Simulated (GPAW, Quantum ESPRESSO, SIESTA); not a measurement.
# In-plane stress of rocksalt HfN under biaxial strain, QE, PBE

Calculated with Quantum ESPRESSO 7.5: PBE; plane waves, GBRV 1.5 ultrasoft, 50/300 Ry; k-mesh 7×7×7. The first two cell vectors are strained alike from typed lattice constants; the third vector's length and the atoms are relaxed.

| in-plane strain (%) | in-plane stress (GPa, compression positive) |
| --- | --- |
| -4 | 34.41 |
| -3 | ? |
| -2 | 15.46 |
| -1 | 7.461 |
| 0 | 0.337 |
| +1 | -5.951 |
| +2 | -11.42 |
| +3 | -16.17 |
| +4 | -20.26 |

**Question.** Fit a second-order form in the logarithmic strain to the rows given and interpolate to the withheld row.

Worked fit:

With u = ln[(1 + ε)/(1 + ε0)], counted from the row at ε0 = +0 % where y0 = 0.337, a second-order form y = y0 + a u + b u² makes v = (y − y0)/u a line in u.

| u | v |
| --- | --- |
| -0.0408220 | -834.673 |
| -0.0202027 | -748.563 |
| -0.0100503 | -708.832 |
| 0.00995033 | -631.939 |
| 0.0198026 | -593.709 |
| 0.0295588 | -558.446 |
| 0.0392207 | -525.156 |

With n = 7: mean u = 0.00392249, mean v = -657.331, Σ(u − ū)² = 0.0049710, Σ(u − ū)(v − v̄) = 19.220. Slope b = 19.220 / 0.0049710 = 3866.3; intercept a = v̄ − b ū = -672.50.

At the withheld row u = -0.03046, v = a + b u = -790.3, and y = y0 + u v.

Prediction at -3: 24.41 GPa. The run gave 24.4 GPa, so the fit is high by 0.0078 GPa (0.032 % of the value).

The first-order term gives a biaxial modulus of 672 GPa at ε0. The second-order term makes up 15 % of v at the withheld row. Among the rows given, the largest miss of the fit is at -4, by 0.18 GPa (0.32 % of the range of the table).

Limits: The nuclei are static. The DFT runs use Fermi–Dirac occupations of width 0.1 eV, and energies are free energies.

[Hosts, paths, dates, database ids (printed as entryN), source tags and the programs' standing remarks are cut or masked in the printed files.]
